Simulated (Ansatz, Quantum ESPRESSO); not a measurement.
## LiCa (Pm-3m): phonons by linear response

Aim: the phonon dispersion of LiCa (Pm-3m), checked by a second program.

Calculated with Quantum ESPRESSO 7.5; DFT PBE, scalar-relativistic, plane waves, PseudoDojo norm-conserving pseudopotentials.

The structure was built from a prototype and need not be the compound's stable phase.

## (1) Starting point

Symmetry: Pm-3m, No. 221, cubic system. Conventional cell: a = 3.912 Å, b = 3.912 Å, c = 3.912 Å, α = 90.00°, β = 90.00°, γ = 90.00°. Nearest to Ca lie 8 Li at 3.39 Å. Li has 8 Ca at 3.39 Å nearest. Farther neighbours are not listed.

## (2) A first look

Before anything dear is run, a loose run with smearing shows whether this is a metal and how far the cell is from rest.

Input file probe.in:

```
&CONTROL
  calculation = 'scf'
  prefix      = 'x'
  outdir      = './tmp'
  pseudo_dir  = './pseudo'
  tprnfor     = .true.
  tstress     = .true.
  verbosity   = 'high'
/
&SYSTEM
  ibrav       = 0
  nat         = 2
  ntyp        = 2
  ecutwfc     = 74.0
  occupations = 'smearing'
  smearing    = 'gaussian'
  degauss     = 0.01
/
&ELECTRONS
  conv_thr         = 1.0d-07
  mixing_beta      = 0.7
  electron_maxstep = 100
/
ATOMIC_SPECIES
 Ca     40.0780  Ca.upf
 Li      6.9400  Li.upf
CELL_PARAMETERS angstrom
     3.911602530    0.000000000    0.000000000
     0.000000000    3.911602530    0.000000000
     0.000000000    0.000000000    3.911602530
ATOMIC_POSITIONS crystal
 Ca     0.000000000   0.000000000   0.000000000
 Li     0.500000000   0.500000000   0.500000000
K_POINTS automatic
 6 6 6 0 0 0
```

Launch:

```console
$ OMP_NUM_THREADS=1 mpirun -n 4 pw.x -nk 4 -in probe.in > probe.out
```

Output:

```text
[banners, grids, parts of the stress and lines that vanish by symmetry left out]
Program PWSCF v.7.5
     Message from routine setup:
     using ibrav=0 with symmetry is DISCOURAGED, use correct ibrav instead
[...]
kinetic-energy cutoff     =      74.0000  Ry
     charge density cutoff     =     296.0000  Ry
     scf convergence threshold =      1.0E-07
[...]
Exchange-correlation= PBE
                           (   1   4   3   4   0   0   0)
[...]
48 Sym. Ops., with inversion, found
[...]
(     0          1          0      )
                  (     0          0          1      )
[...]
(  0.0000000  1.0000000  0.0000000 )
                  (  0.0000000  0.0000000  1.0000000 )
[...]
(     0         -1          0      )
                  (     0          0          1      )
[...]
(     0          0          1      )
                  (     1          0          0      )
[...]
( -1.0000000  0.0000000  0.0000000 )
                  (  0.0000000  1.0000000  0.0000000 )
[...]
number of k points=    20  Gaussian smearing, width (Ry)=  0.0100
[...]
c_bands:  1 eigenvalues not converged
[...]
End of self-consistent calculation
[...]
the Fermi energy is     3.9505 ev
!    total energy              =     -91.83137783 Ry
[...]
convergence has been achieved in   5 iterations
[...]
atom    1 type  1   force =     0.00000000    0.00000000    0.00000000
     atom    2 type  2   force =     0.00000000    0.00000000    0.00000000
[...]
Total force =     0.000000     Total SCF correction =     0.000000
[...]
total   stress  (Ry/bohr**3)                   (kbar)     P=        7.43
[...]
XML data file, charge density, pseudopotentials, collected wavefunctions

   JOB DONE.
```

Run time: 7.3 s. Hardware: 4 MPI ranks of Arm Neoverse N1, shared host.

Read from the output:

```yaml
volume_per_atom: 29.93 Å³
pressure: 0.743 GPa
gap_on_the_k_mesh: 0 eV
```

No gap opens on this mesh, so smearing is kept; the start stands at 0.74 GPa.

## (3) Relaxing the cell and atoms

The relaxation runs at a cutoff a fifth above that of the response, since stress converges more slowly with the basis than frequencies do. Forces and stress are brought to rest with tight thresholds.

Input file relax.in:

```
&CONTROL
  calculation   = 'vc-relax'
  prefix        = 'x'
  outdir        = './tmp'
  pseudo_dir    = './pseudo'
  tprnfor       = .true.
  tstress       = .true.
  forc_conv_thr = 2.0d-05
  etot_conv_thr = 1.0d-07
  nstep         = 40
/
&SYSTEM
  ibrav       = 0
  nat         = 2
  ntyp        = 2
  ecutwfc     = 89
  occupations = 'smearing'
  smearing    = 'mv'
  degauss     = 0.02
/
&ELECTRONS
  conv_thr         = 1.0d-11
  mixing_beta      = 0.7
  electron_maxstep = 100
/
&IONS
/
&CELL
  press_conv_thr = 0.2
/
ATOMIC_SPECIES
 Ca     40.0780  Ca.upf
 Li      6.9400  Li.upf
CELL_PARAMETERS angstrom
     3.911602530    0.000000000    0.000000000
     0.000000000    3.911602530    0.000000000
     0.000000000    0.000000000    3.911602530
ATOMIC_POSITIONS crystal
 Ca     0.000000000   0.000000000   0.000000000
 Li     0.500000000   0.500000000   0.500000000
K_POINTS automatic
 8 8 8 0 0 0
```

Launch:

```console
$ OMP_NUM_THREADS=1 mpirun -n 4 pw.x -nk 4 -in relax.in > relax.out
```

Output:

```text
[banners, grids, parts of the stress and lines that vanish by symmetry left out]
[banner, memory and clock lines left out]
Program PWSCF v.7.5

[...]
kinetic-energy cutoff     =      89.0000  Ry
     charge density cutoff     =     356.0000  Ry
     scf convergence threshold =      1.0E-11
[...]
energy convergence thresh.=      1.0E-07
     force convergence thresh. =      2.0E-05
     press convergence thresh. =      2.0E-01
     Exchange-correlation= PBE
                           (   1   4   3   4   0   0   0)
[...]
48 Sym. Ops., with inversion, found
[...]
number of k points=    35  Marzari-Vanderbilt smearing, width (Ry)=  0.0200
[...]
c_bands:  1 eigenvalues not converged
[...]
c_bands:  1 eigenvalues not converged
[...]
End of self-consistent calculation
[...]
the Fermi energy is     3.9127 ev
!    total energy              =     -91.83140601 Ry
[...]
convergence has been achieved in   8 iterations
[...]
atom    1 type  1   force =     0.00000000    0.00000000    0.00000000
     atom    2 type  2   force =     0.00000000    0.00000000    0.00000000
     Total force =     0.000000     Total SCF correction =     0.000000
[...]
total   stress  (Ry/bohr**3)                   (kbar)     P=        8.71
[...]
number of bfgs steps    =   0
[...]
CELL_PARAMETERS (angstrom)
[...]
ATOMIC_POSITIONS (crystal)
Ca               0.0000000000        0.0000000000        0.0000000000
Li               0.5000000000        0.5000000000        0.5000000000
[...]
New effective cutoffs (rho, wfc):  354.43   88.73
[...]
End of self-consistent calculation
[...]
the Fermi energy is     3.8866 ev
!    total energy              =     -91.83150697 Ry
[...]
convergence has been achieved in   5 iterations
[...]
atom    1 type  1   force =     0.00000000    0.00000000    0.00000000
     atom    2 type  2   force =     0.00000000    0.00000000    0.00000000
     Total force =     0.000000     Total SCF correction =     0.000000
[...]
total   stress  (Ry/bohr**3)                   (kbar)     P=        7.84
[...]
number of bfgs steps    =   1
[...]
WARNING: bfgs curvature condition failed, Theta= 0.886
[...]
CELL_PARAMETERS (angstrom)
[...]
ATOMIC_POSITIONS (crystal)
Ca               0.0000000000        0.0000000000        0.0000000000
Li               0.5000000000        0.5000000000        0.5000000000
[...]
New effective cutoffs (rho, wfc):  353.28   88.44
[...]
End of self-consistent calculation
[...]
the Fermi energy is     3.8581 ev
!    total energy              =     -91.83160627 Ry
[...]
convergence has been achieved in   6 iterations
[...]
atom    1 type  1   force =     0.00000000    0.00000000    0.00000000
     atom    2 type  2   force =     0.00000000    0.00000000    0.00000000
     Total force =     0.000000     Total SCF correction =     0.000000
[...]
total   stress  (Ry/bohr**3)                   (kbar)     P=        6.91
[...]
number of bfgs steps    =   2
[...]
CELL_PARAMETERS (angstrom)
[...]
ATOMIC_POSITIONS (crystal)
[...]
New effective cutoffs (rho, wfc):  351.57   88.02
[...]
atom    2 type  2   force =     0.00000000    0.00000000    0.00000000
     Total force =     0.000000     Total SCF correction =     0.000000
[...]
total   stress  (Ry/bohr**3)                   (kbar)     P=        3.56
[...]
number of bfgs steps    =   4
[...]
CELL_PARAMETERS (angstrom)
[...]
ATOMIC_POSITIONS (crystal)
[...]
New effective cutoffs (rho, wfc):  345.25   86.43
[...]
the Fermi energy is     3.6600 ev
!    total energy              =     -91.83196985 Ry
[...]
convergence has been achieved in   6 iterations
[...]
atom    1 type  1   force =     0.00000000    0.00000000    0.00000000
     atom    2 type  2   force =     0.00000000    0.00000000    0.00000000
     Total force =     0.000000     Total SCF correction =     0.000000
[...]
total   stress  (Ry/bohr**3)                   (kbar)     P=        0.72
[...]
number of bfgs steps    =   5
[...]
CELL_PARAMETERS (angstrom)
[...]
ATOMIC_POSITIONS (crystal)
[...]
New effective cutoffs (rho, wfc):  344.29   86.19
[...]
the Fermi energy is     3.6362 ev
!    total energy              =     -91.83197433 Ry
[...]
convergence has been achieved in   6 iterations
[...]
atom    1 type  1   force =     0.00000000    0.00000000    0.00000000
     atom    2 type  2   force =     0.00000000    0.00000000    0.00000000
     Total force =     0.000000     Total SCF correction =     0.000000
[...]
total   stress  (Ry/bohr**3)                   (kbar)     P=        0.02
[...]
number of bfgs steps    =   6
[...]
CELL_PARAMETERS (angstrom)
[...]
ATOMIC_POSITIONS (crystal)
[...]
New effective cutoffs (rho, wfc):  344.26   86.19
[...]
End of self-consistent calculation
[...]
the Fermi energy is     3.6355 ev
!    total energy              =     -91.83197434 Ry
[...]
convergence has been achieved in   4 iterations
[...]
atom    1 type  1   force =     0.00000000    0.00000000    0.00000000
     atom    2 type  2   force =     0.00000000    0.00000000    0.00000000
     Total force =     0.000000     Total SCF correction =     0.000000
[...]
total   stress  (Ry/bohr**3)                   (kbar)     P=        0.00
[...]
bfgs converged in   8 scf cycles and   7 bfgs steps
[...]
End of BFGS Geometry Optimization
     Final enthalpy           =     -91.8319743357 Ry
     File ./tmp/x.bfgs deleted, as requested
[...]
CELL_PARAMETERS (angstrom)
[...]
ATOMIC_POSITIONS (crystal)
Ca               0.0000000000        0.0000000000        0.0000000000
Li               0.5000000000        0.5000000000        0.5000000000
[...]
Final scf calculation at the relaxed structure.
[...]
kinetic-energy cutoff     =      89.0000  Ry
     charge density cutoff     =     356.0000  Ry
     scf convergence threshold =      1.0E-13
[...]
press convergence thresh. =      2.0E-01
     Exchange-correlation= PBE
                           (   1   4   3   4   0   0   0)
[...]
48 Sym. Ops., with inversion, found
[...]
number of k points=    35  Marzari-Vanderbilt smearing, width (Ry)=  0.0200
[...]
c_bands:  2 eigenvalues not converged
     c_bands:  3 eigenvalues not converged
[...]
c_bands:  4 eigenvalues not converged
     c_bands:  2 eigenvalues not converged
[...]
End of self-consistent calculation
[...]
the Fermi energy is     3.6355 ev
!    total energy              =     -91.83197814 Ry
[...]
convergence has been achieved in  10 iterations
[...]
atom    1 type  1   force =     0.00000000    0.00000000    0.00000000
     atom    2 type  2   force =     0.00000000    0.00000000    0.00000000
     Total force =     0.000000     Total SCF correction =     0.000000
[...]
total   stress  (Ry/bohr**3)                   (kbar)     P=       -0.00
[...]
XML data file, charge density, pseudopotentials, collected wavefunctions
```

Run time: 1.9 min. Hardware: 4 MPI ranks; 7.6 min of CPU time.

Step by step:

```csv
step,energy less that of the first step (eV),largest force (eV/Å),pressure (GPa),volume (Å³)
1,0.0000,0.0000,0.87,59.85
2,-0.0014,0.0000,0.78,60.12
3,-0.0027,0.0000,0.69,60.41
4,-0.0044,0.0000,0.55,60.85
5,-0.0063,0.0000,0.36,61.52
6,-0.0077,0.0000,0.07,62.53
7,-0.0077,0.0000,0.00,62.79
8,-0.0077,0.0000,0.00,62.80
9,-0.0078,0.0000,0.00,62.80
```

```csv
"conventional cell, symmetrised",before,after,change
a (Å),3.912,3.975,+1.6 %
b (Å),3.912,3.975,+1.6 %
c (Å),3.912,3.975,+1.6 %
volume (Å³/atom),29.93,31.40,+4.9 %
```

The relaxed structure:

```cif
data_structure
_symmetry_space_group_name_H-M 'P 1'
_symmetry_Int_Tables_number 1
_cell_length_a 3.9748
_cell_length_b 3.9748
_cell_length_c 3.9748
_cell_angle_alpha 90.000
_cell_angle_beta 90.000
_cell_angle_gamma 90.000
_cell_volume 62.80
loop_
_atom_site_label
_atom_site_type_symbol
_atom_site_fract_x
_atom_site_fract_y
_atom_site_fract_z
_atom_site_occupancy
Ca1 Ca 0.00000 0.00000 0.00000 1
Li2 Li 0.50000 0.50000 0.50000 1
```

The last row of the table of steps is pw.x's closing run on a basis chosen anew for the final cell, so its energy can jump.

This step gave:

```yaml
volume_per_atom: 31.40 Å³
pressure: 0 GPa
```

The volume changes by +4.9 % from the cell with which this run began.

## (4) Ground state

Perturbation theory inherits every error of the wavefunctions, so the threshold is set near the limit of the arithmetic. Smearing stays on, as the first look found no gap above 0.3 eV.

Input file scf.in:

```
&CONTROL
  calculation = 'scf'
  prefix      = 'x'
  outdir      = './tmp'
  pseudo_dir  = './pseudo'
  tprnfor     = .true.
  tstress     = .true.
/
&SYSTEM
  ibrav       = 0
  nat         = 2
  ntyp        = 2
  ecutwfc     = 74.0
  occupations = 'smearing'
  smearing    = 'mv'
  degauss     = 0.02
/
&ELECTRONS
  conv_thr         = 1.0d-12
  mixing_beta      = 0.7
  electron_maxstep = 100
/
ATOMIC_SPECIES
 Ca     40.0780  Ca.upf
 Li      6.9400  Li.upf
CELL_PARAMETERS angstrom
     3.974837621    0.000000000    0.000000000
     0.000000000    3.974837621    0.000000000
     0.000000000    0.000000000    3.974837621
ATOMIC_POSITIONS crystal
 Ca     0.000000000   0.000000000   0.000000000
 Li     0.500000000   0.500000000   0.500000000
K_POINTS automatic
 8 8 8 0 0 0
```

Launch:

```console
$ OMP_NUM_THREADS=1 mpirun -n 4 pw.x -nk 4 -in scf.in > scf.out
```

Output:

```text
[banners, grids, parts of the stress and lines that vanish by symmetry left out]
[banner, memory and clock lines left out]
Program PWSCF v.7.5

[...]
kinetic-energy cutoff     =      74.0000  Ry
     charge density cutoff     =     296.0000  Ry
     scf convergence threshold =      1.0E-12
[...]
Exchange-correlation= PBE
                           (   1   4   3   4   0   0   0)
[...]
48 Sym. Ops., with inversion, found
[...]
number of k points=    35  Marzari-Vanderbilt smearing, width (Ry)=  0.0200
[...]
c_bands:  1 eigenvalues not converged
[...]
End of self-consistent calculation
[...]
the Fermi energy is     3.6356 ev
!    total energy              =     -91.83195620 Ry
[...]
convergence has been achieved in   8 iterations
[...]
atom    1 type  1   force =     0.00000000    0.00000000    0.00000000
     atom    2 type  2   force =     0.00000000    0.00000000    0.00000000
     Total force =     0.000000     Total SCF correction =     0.000000
[...]
total   stress  (Ry/bohr**3)                   (kbar)     P=       -0.05
[...]
XML data file, charge density, pseudopotentials, collected wavefunctions
```

It took 17 s on 4 MPI ranks.

Read from the output:

- pressure: -0.005 GPa

The cell stands at -0.005 GPa, close enough for phonons.

(Continued in part 2 of 3.)

[Host names and launcher messages were left out of these logs when they were recorded.]

[Logs are printed without paths, hosts, clocks, repeated set-up lines and the standing remarks that a program may print on its own settings, such as how far it seeks lower states.]

[Hosts, paths, dates, database ids (printed as entryN), source tags and the programs' standing remarks are cut or masked in the printed files.]
